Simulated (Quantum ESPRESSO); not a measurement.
# MgO (Periclase): the optical phonon under strain

How far does biaxial strain in the (001) plane shift the zone-centre optical mode of MgO (Periclase)?

Program: Quantum ESPRESSO 7.5. Level of theory: DFT LDA, scalar-relativistic, plane waves, PseudoDojo norm-conserving pseudopotentials. Results are calculated unless marked as measured.

The database entry behind the starting cell differs from later determinations by our own check (about 0.1 % long), so it need not match the best structure at ambient conditions.

### 1. The relaxed structure

It takes space group Fm-3m (No. 225, cubic). Conventional cell: a = 4.160 Å, b = 4.160 Å, c = 4.160 Å, α = 90.00°, β = 90.00°, γ = 90.00°. Mg has 6 O at 2.08 Å nearest. Nearest to O lie 6 Mg at 2.08 Å. Farther neighbours and most contacts between anions are not listed.

This is the cell after its relaxation at this level of theory, not the database cell from which that began.

### 2. Uniaxial strain

The relaxed cell is stretched along z alone. This keeps all atoms on sites fixed by symmetry and splits the threefold mode into a singlet, polarised along z, and a doublet. The macroscopic field is left out, so these are transverse modes. Cutoff 92 Ry, k mesh 12×12×12.

From the response at ε_zz = 0.01:

Output:

```text
[banners, grids, parts of the stress and lines that vanish by symmetry left out]
Program PHONON v.7.5
     Reading xml data from directory:

[...]
Exchange-correlation= PW
                           (   1   4   0   0   0   0   0)
[...]
kinetic-energy cut-off    =      92.0000  Ry
     charge density cut-off    =     368.0000  Ry
     convergence threshold     =      1.0E-18
[...]
Exchange-correlation= PW
                           (   1   4   0   0   0   0   0)
[...]
q = (   0.0000000   0.0000000   0.0000000 )
     17 Sym.Ops. (with q -> -q+G )
     G cutoff =  290.9722  (  14537 G-vectors)     FFT grid: ( 36, 36, 36)
     number of k points=   163
[...]
Mode symmetry, D_4h(4/mmm) point group:
[...]
Representation #   1 mode #   1
[...]
End of self-consistent calculation
     Convergence has been achieved
     Representation #   2 mode #   2
[...]
End of self-consistent calculation
     Convergence has been achieved
     Representation #   3 modes #   3   4
[...]
End of self-consistent calculation
     Convergence has been achieved
     Representation #   4 modes #   5   6
[...]
End of self-consistent calculation
     Convergence has been achieved
[...]
q = (    0.000000000   0.000000000   0.000000000 )
[...]
freq (    1) =       0.098303 [THz] =       3.279027 [cm-1]
     freq (    2) =       0.099182 [THz] =       3.308340 [cm-1]
     freq (    3) =       0.099182 [THz] =       3.308340 [cm-1]
     freq (    4) =      11.285150 [THz] =     376.432069 [cm-1]
     freq (    5) =      12.323472 [THz] =     411.066766 [cm-1]
     freq (    6) =      12.323472 [THz] =     411.066766 [cm-1]
[...]
Mode symmetry, D_4h(4/mmm) point group:
     freq (   1-   1) =          3.3  [cm-1]   --> A_2u X_4' M_4'  I
     freq (   2-   3) =          3.3  [cm-1]   --> E_u  X_5' M_5'  I
     freq (   4-   4) =        376.4  [cm-1]   --> A_2u X_4' M_4'  I
     freq (   5-   6) =        411.1  [cm-1]   --> E_u  X_5' M_5'  I

   JOB DONE.
```

| ε_zz | singlet (cm⁻¹) | doublet (cm⁻¹) | σ_zz (GPa) | σ_xx (GPa) |
| --- | --- | --- | --- | --- |
| -0.01 | 442.64 | 406.69 | -3.462 | -0.962 |
| -0.005 | 425.74 | 407.94 | -1.674 | -0.472 |
| 0 | 409.08 | 409.08 | 0.008 | 0.008 |
| 0.005 | 392.65 | 410.12 | 1.590 | 0.480 |
| 0.01 | 376.43 | 411.07 | 3.076 | 0.941 |

Stress is counted positive in tension.

### 3. The fit

To first order ω² − ω₀² = p ε_zz + q (ε_xx + ε_yy) for the mode along z, and likewise for x and y. With ε_zz alone the singlet gives p and the doublet q.

The linear terms of parabolas through ω² are p = -16.20 ω₀² and q = 1.07 ω₀², with ω₀ = 409.1 cm⁻¹. Those of the stresses are C11 = 327 GPa and C12 = 95 GPa. Under hydrostatic strain p and q imply γ = −(p + 2q)/(6 ω₀²) = 2.34.

A layer held to an in-plane strain ε and free along z takes ε_zz = −2 (C12/C11) ε = -0.582 ε. To first order the singlet then shifts by (q − p C12/C11) ε / ω₀ = 2367 ε cm⁻¹. For ε = -0.006, ε_zz = 0.00349, the formulas for ω² predict 394.64 cm⁻¹ for the singlet and 427.97 cm⁻¹ for the doublet.

### 4. A biaxially strained cell

This run was no part of the fit.

Output:

```text
[banners, grids, parts of the stress and lines that vanish by symmetry left out]
[banner, memory and clock lines left out]
Program PHONON v.7.5

[...]
Exchange-correlation= PW
                           (   1   4   0   0   0   0   0)
[...]
kinetic-energy cut-off    =      92.0000  Ry
     charge density cut-off    =     368.0000  Ry
     convergence threshold     =      1.0E-18
[...]
Exchange-correlation= PW
                           (   1   4   0   0   0   0   0)
[...]
q = (   0.0000000   0.0000000   0.0000000 )
     17 Sym.Ops. (with q -> -q+G )
     G cutoff =  287.3609  (  14317 G-vectors)     FFT grid: ( 36, 36, 36)
     number of k points=   163
[...]
Mode symmetry, D_4h(4/mmm) point group:
[...]
Representation #   1 mode #   1
[...]
End of self-consistent calculation
     Convergence has been achieved
     Representation #   2 mode #   2
[...]
End of self-consistent calculation
     Convergence has been achieved
     Representation #   3 modes #   3   4
[...]
End of self-consistent calculation
     Convergence has been achieved
     Representation #   4 modes #   5   6
[...]
End of self-consistent calculation
     Convergence has been achieved
[...]
q = (    0.000000000   0.000000000   0.000000000 )
[...]
freq (    1) =       0.104895 [THz] =       3.498920 [cm-1]
     freq (    2) =       0.105681 [THz] =       3.525129 [cm-1]
     freq (    3) =       0.105681 [THz] =       3.525129 [cm-1]
     freq (    4) =      11.835393 [THz] =     394.786206 [cm-1]
     freq (    5) =      12.845109 [THz] =     428.466724 [cm-1]
     freq (    6) =      12.845109 [THz] =     428.466724 [cm-1]
[...]
Mode symmetry, D_4h(4/mmm) point group:
     freq (   1-   1) =          3.5  [cm-1]   --> A_2u X_4' M_4'  I
     freq (   2-   3) =          3.5  [cm-1]   --> E_u  X_5' M_5'  I
     freq (   4-   4) =        394.8  [cm-1]   --> A_2u X_4' M_4'  I
     freq (   5-   6) =        428.5  [cm-1]   --> E_u  X_5' M_5'  I
```

| mode | predicted (cm⁻¹) | run (cm⁻¹) |
| --- | --- | --- |
| singlet | 394.64 | 394.79 |
| doublet | 427.97 | 428.47 |

The stress along z is -0.012 GPa and that in the plane -2.279 GPa; the unstrained cell carries 0.008 GPa.

### 5. Summary of results

| Item | Value |
| --- | --- |
| p (in units of the squared frequency) | -16.20 |
| q (same units) | 1.069 |
| shift of the singlet per unit of biaxial strain | 2367 cm⁻¹ |
| C11 and C12 | 327 and 95 GPa |

To first order, one per cent of tensile biaxial strain moves the singlet of MgO (Periclase) by 23.7 cm⁻¹ and the doublet by -32.2 cm⁻¹; the formulas miss the test run by up to 0.50 cm⁻¹. In the rock-salt structure this mode is infrared active and has no first-order Raman line. The third potential, r, needs shear strain, which was not run. These are harmonic values at zero temperature.

[Host names and launcher messages were left out of these logs when they were recorded.]

[Logs are printed without paths, hosts, clocks, repeated set-up lines and the standing remarks that a program may print on its own settings, such as how far it seeks lower states.]

[Hosts, paths, dates, database ids (printed as entryN), source tags and the programs' standing remarks are cut or masked in the printed files.]
